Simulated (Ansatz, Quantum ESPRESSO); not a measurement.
# Mg3Be (Pm-3m): zone-centre phonons, part 3 of 3

Wanted: the vibrations of Mg3Be (Pm-3m) at Γ, by two programs.

Quantum ESPRESSO 7.5; DFT PBE, scalar-relativistic, plane waves, SSSP efficiency pseudopotentials.

So far, lowest optical zone-centre mode (cm⁻¹): step 6 (modes with the sum rule) 183; step 7 (ASR crystal) 183.

The structure was built from a prototype and need not be the compound's stable phase.

## (9) Cross-check with Ansatz

The same cell goes through another code, with its own cutoff. The potentials differ. Its k mesh is centred on Γ.

This step: DFT PBE, scalar-relativistic, plane waves, PseudoDojo norm-conserving pseudopotentials (Ansatz 0.2.0).

Contents of input.yaml:

```yaml
crystal:
  lattice:
    - [4.2176934861, 0.0, 0.0]
    - [0.0, 4.2176934861, 0.0]
    - [0.0, 0.0, 4.2176934861]
  atoms:
    - { symbol: Be, position: [0.0, 0.0, 0.0] }
    - { symbol: Mg, position: [0.0, 0.5, 0.5] }
    - { symbol: Mg, position: [0.5, 0.0, 0.5] }
    - { symbol: Mg, position: [0.5, 0.5, 0.0] }
kpoints:
  mp_grid: { grid: [8, 8, 8] }
hamiltonian:
  xc: pbe
  pseudopotentials: { kind: nc, accuracy: standard }
scf:
  occupations: { method: cold, width: 0.27211 }
output:
  eigenvalues: true
phonons:
  method: dfpt
```

Launch:

```sh
$ ansatz run input.yaml --threads 4 --pin off --max-ram 8192MiB --backend cpu --events-out ev --progress --plain --runs-dir out
```

Numbers of over 12 decimals in the logs are rounded to 6 here.

The program printed:

```text
zone centre: on kpoints.mp_grid the ground state, and the responses unless they are solved on pairs of k-points, stand on 125 of the mesh's 512 k-points, reduced under 8 symmetry operations, with k and −k counted as one. Each operation leaves every solved displacement unchanged or reverses it
Engine: ansatz 0.2.0, aarch64-unknown-linux-gnu
Pseudopotentials: kind: nc
Pseudopotential: Be, nc, valence charge 4, recommended cutoff 1197.300995 eV (normal), Be.nc.azcp (PseudoDojo's, or run here from an input of PseudoDojo's; its table is named by hamiltonian.pseudopotentials.accuracy)
Pseudopotential: Mg, nc, valence charge 10, recommended cutoff 1142.878222 eV (normal), Mg.nc.azcp (PseudoDojo's, or run here from an input of PseudoDojo's; its table is named by hamiltonian.pseudopotentials.accuracy)
Functional definition: PBE
  parameter kappa = 0.804
  parameter beta = 0.066725
  exchange = pbe_x(kappa = kappa, mu = beta*pi^2/3)
  correlation = pbe_c(beta = beta)
Crystal: 4 atoms, lattice volume = 75.028 Å³
Basis set: ecut = 1197.300995 eV, 7075 PW (Γ), exchange–correlation on 96×96×96 points (8 copies of the dense FFT grid, shifted against one another)
Bands: 21, of which v1, the nominal top of the filled ones, is band 17 counted from 1 (16 counted from 0)
Symmetry: 48 space group operations
k-points: 125 of 512 (irreducible under 8 space group operations)
Non-local potential: Be, projectors of the file, l = 0: 2, l = 1: 2
Non-local potential: Mg, projectors of the file, l = 0: 2, l = 1: 2
Initial density: superposition of atomic densities (chi_scale 0.1, normalization cell, long waves kept (reshape's long-wave potential 0.00 eV rms))
Initial wavefunctions: pseudopotential atomic-orbital guess
Functional: x = pbe(κ = 0.804, μ = 0.219515), c = pbe(β = 0.066725)
SCF iter   1: F=—  HF=-5227.455778 eV  |F-HF|=—  |Δ(HF+E_count)|=         —  Δρ=2.03e-2  dr2=4.07e-1  ethr=3.10e-3  ⟨swp⟩=7.0  Hψ=28776  notcnv=0
automatic band count: the SCF goes on with 25 bands, as 21 were too few: the levels above may hold too much charge
preconditioner: auto → Kerker (q_TF=auto, 2.391 Å⁻¹)  [metal: Δε(μ)=0.050 eV  Ē_g=7.511 eV  σ=0.272 eV  W_gap=0.12  n_scr=18 (ndim 8)  ℏωp=12.1 eV  f_vac=0.000  D(μ)=1.29/eV (n_scr^D=6)]
SCF iter   2: F=—  HF=-5227.400712 eV  |F-HF|=—  |Δ(HF+E_count)|=   5.51e-2  S|Δr|=    0.00e0  Δρ=1.28e-2  dr2=1.81e-1  ethr=1.20e-3  ⟨swp⟩=1.0  Hψ=4125  notcnv=0
SCF iter   3: F=—  HF=-5227.353286 eV  |F-HF|=—  |Δ(HF+E_count)|=   4.74e-2  S|Δr|=    0.00e0  Δρ=2.08e-3  dr2=2.50e-3  ethr=5.31e-4  ⟨swp⟩=1.9  Hψ=3207  notcnv=0
SCF iter   4: F=—  HF=-5227.352686 eV  |F-HF|=—  |Δ(HF+E_count)|=   6.00e-4  S|Δr|=    0.00e0  Δρ=4.96e-4  dr2=8.70e-5  ethr=7.36e-6  ⟨swp⟩=2.9  Hψ=4754  notcnv=0
SCF iter   5: F=—  HF=-5227.352659 eV  |F-HF|=—  |Δ(HF+E_count)|=   2.69e-5  S|Δr|=    0.00e0  Δρ=9.36e-5  dr2=1.87e-6  ethr=2.56e-7  ⟨swp⟩=2.0  Hψ=4906  notcnv=0
SCF iter   6: F=—  HF=-5227.352928 eV  |F-HF|=—  |Δ(HF+E_count)|=   2.69e-4  S|Δr|=    0.00e0  Δρ=1.60e-5  dr2=1.83e-7  ethr=5.51e-9  ⟨swp⟩=2.0  Hψ=4970  notcnv=0  defer=39
SCF iter   7: F=—  HF=-5227.352928 eV  |F-HF|=—  |Δ(HF+E_count)|=   2.41e-8  S|Δr|=    0.00e0  Δρ=3.75e-6  dr2=1.23e-8  ethr=5.39e-10  ⟨swp⟩=1.0  Hψ=2904  notcnv=0  defer=39
SCF iter   8: F=—  HF=-5227.352928 eV  |F-HF|=—  |Δ(HF+E_count)|=  4.42e-10  S|Δr|=    0.00e0  Δρ=4.76e-7  dr2=1.08e-10  ethr=3.62e-11  ⟨swp⟩=1.5  Hψ=2983  notcnv=0  defer=39
SCF iter   9: F=-5227.352928 eV  HF=-5227.352928 eV  |F-HF|=9.09e-13  |Δ(HF+E_count)|=  7.37e-11  S|Δr|=    0.00e0  Δρ=1.12e-7  dr2=4.60e-12  ethr=1.00e-12  ⟨swp⟩=12.1  Hψ=17904  notcnv=0
SCF 1 converged in 9 iterations: F = -5227.352928 eV  dr2 = 4.60e-12
DFPT response loops at Γ: preconditioner auto → Kerker (q_TF=auto, 2.391 Å⁻¹) (partly filled bands, converged f_vac=0.000); β = 1.00, the filter's whole step (`scf.mixing.beta` (0.50) is not read by the response loops under this deck's `scf.mixing.preconditioner`; to damp them name `kerker` or `kerker_dos`, under which they read `scf.mixing.beta`, and type it under 1.00, their step now; both keys bind the ground state too); Broyden in place of MSR1
SCF converged after 9 iterations
Stability not checked: this state was not tested for a lower state beside it, because cold or Methfessel-Paxton smearing, or corrected tetrahedra, fill the levels in a way that the test cannot read (fill_not_monotonic; see scf.lower_state_search)
Free energy (F): -5227.352928 eV
Harris-Foulkes:  -5227.352928 eV  (|F-HF|=9.09e-13)
Internal energy: -5227.361336 eV  (E = F + TS)
E sigma→0 (E₀):  -5227.355730 eV
Entropy (-TS):   0.008408 eV (2.102 meV/atom)
Fermi energy:    6.034382 eV
Step filling:    the computed levels leave a gap of 0.0000 eV = 0.0 smearing widths at the electron count; against every level under it full and every level over it empty, smearing changes F+E_penalty+E_count by +1.082 meV and its σ→0 estimate by -1.721 meV
--- Per-component energies (eV) ---
  E_band       = -1243.227049
  E_kinetic    = 3006.447508
  E_local      = -5269.919451  (includes V_loc(G=0)·N_el)
  E_nonlocal   = -1716.349606
  E_hartree    = 1830.370174
  E_xc         = -712.099402
  E_vxc        = -924.145790  (∫ρ·V_xc dr)
  E_ewald      = -2365.810558
  E_smearing   = 0.008408  (= −TS)
  E_closure    = -0.000000  (closes the sum)
  Σ components = -5227.352928   (vs F -5227.352928, Δ=0.00e0)
--- Band table (eV; the first three rows and the last of 125) ---
  k-point 0: bands = [... 13 lower, -1.4907, 5.6460, 5.6460, 5.6460, 6.3653, 7.7821, 7.7821, 12.2809, ... 4 higher]
  k-point 1: bands = [... 13 lower, -1.3629, 4.4608, 5.7584, 5.7584, 6.7551, 7.8986, 8.8847, 11.3426, ... 4 higher]
  k-point 2: bands = [... 13 lower, -0.9808, 2.9665, 6.0913, 6.0913, 7.0863, 8.2316, 9.9673, 9.9673, ... 4 higher]
  k-point 124: bands = [... 13 lower, 4.0398, 4.0398, 4.0398, 4.0895, 4.1063, 5.2601, 5.2601, 5.2601, ... 4 higher]
--- Phonons (Γ-DFPT): 3 representative perturbations + reference, on 125 of 512 k-points (Σ response iterations 12) ---
  k mesh reduced under 8 symmetry operations, with k and −k counted as one. Each operation leaves every solved displacement unchanged or reverses it
  ASR residual: 2.089e-2 → 0.000e0 eV/Å²; symmetrization residual: 4.903e-6 eV/Å²
  ASR residual per site (eV/Å²): 4.65e-5 2.09e-2 2.09e-2 2.09e-2
  Γ frequencies (cm⁻¹): 0.00 0.00 0.00 182.35 182.35 182.35 221.39 221.39 221.39 301.79 301.79 301.79
  non-analytic LO–TO correction: not included (Born effective charges unavailable; polar crystals: no LO–TO splitting at Γ)
```

It took 70 s on 4 threads of Arm Neoverse V1, shared host; peak memory 2 GiB; 4.5 min of CPU time.

Numbers from this step:

| Quantity | Value |
| --- | --- |
| sum-rule residual before enforcement | 0.02089 eV/Å² |
| highest optical zone-centre mode (no LO-TO term) | 301.8 cm⁻¹ |
| lowest optical zone-centre mode | 182.3 cm⁻¹ |

## (10) The two compared: QE SSSP and Ansatz, PseudoDojo

Worked out from the results:

- root-mean-square difference: 0.32 cm⁻¹
- largest difference: 0.47 cm⁻¹

Frequencies side by side, by row:

| q (reciprocal lattice) | mode | QE SSSP (cm⁻¹) | Ansatz, PseudoDojo (cm⁻¹) |
| --- | --- | --- | --- |
| 0 0 0 | 1 | 0 | 0 |
| 0 0 0 | 2 | 0 | 0 |
| 0 0 0 | 3 | 0 | 0 |
| 0 0 0 | 4 | 182.8 | 182.3 |
| 0 0 0 | 5 | 182.8 | 182.3 |
| 0 0 0 | 6 | 182.8 | 182.3 |
| 0 0 0 | 7 | 221.2 | 221.4 |
| 0 0 0 | 8 | 221.2 | 221.4 |
| 0 0 0 | 9 | 221.2 | 221.4 |
| 0 0 0 | 10 | 301.5 | 301.8 |
| 0 0 0 | 11 | 301.5 | 301.8 |
| 0 0 0 | 12 | 301.5 | 301.8 |

At the zone centre the largest difference (acoustic modes at Γ apart) is 0.2 % of the highest mode.

## (11) Summary of results

```json
{
 "space group after relaxation": "Pm-3m",
 "volume per atom": "18.8 Å³",
 "highest optical zone-centre mode (no LO-TO term)": "301.5 cm⁻¹",
 "lowest optical zone-centre mode": "182.8 cm⁻¹",
 "imaginary optical modes at the zone centre (no q mesh in this session)": "none",
 "largest difference from Ansatz, PseudoDojo": "0.47 cm⁻¹"
}
```

**Reading.** At the PBE level the optical modes of Mg3Be (Pm-3m) at the zone centre run from 183 to 302 cm⁻¹. Of the 9 optical modes, 3 are silent and 6 are infrared active alone. QE SSSP and Ansatz, PseudoDojo agree to 0.47 cm⁻¹ (0.2 % of the highest mode compared) on all solved modes but the acoustic ones at Γ, without the LO-TO term. These are harmonic frequencies at zero temperature: anharmonic shifts and linewidths and thermal expansion are left out. In a metal the frequencies hang on the k mesh and the smearing, most of all near Kohn anomalies. The structure is a hypothetical one, built on a prototype.

[Host names and launcher messages were left out of these logs when they were recorded.]

[Logs are printed without paths, hosts, clocks, repeated set-up lines and the standing remarks that a program may print on its own settings, such as how far it seeks lower states.]

[Hosts, paths, dates, database ids (printed as entryN), source tags and the programs' standing remarks are cut or masked in the printed files.]
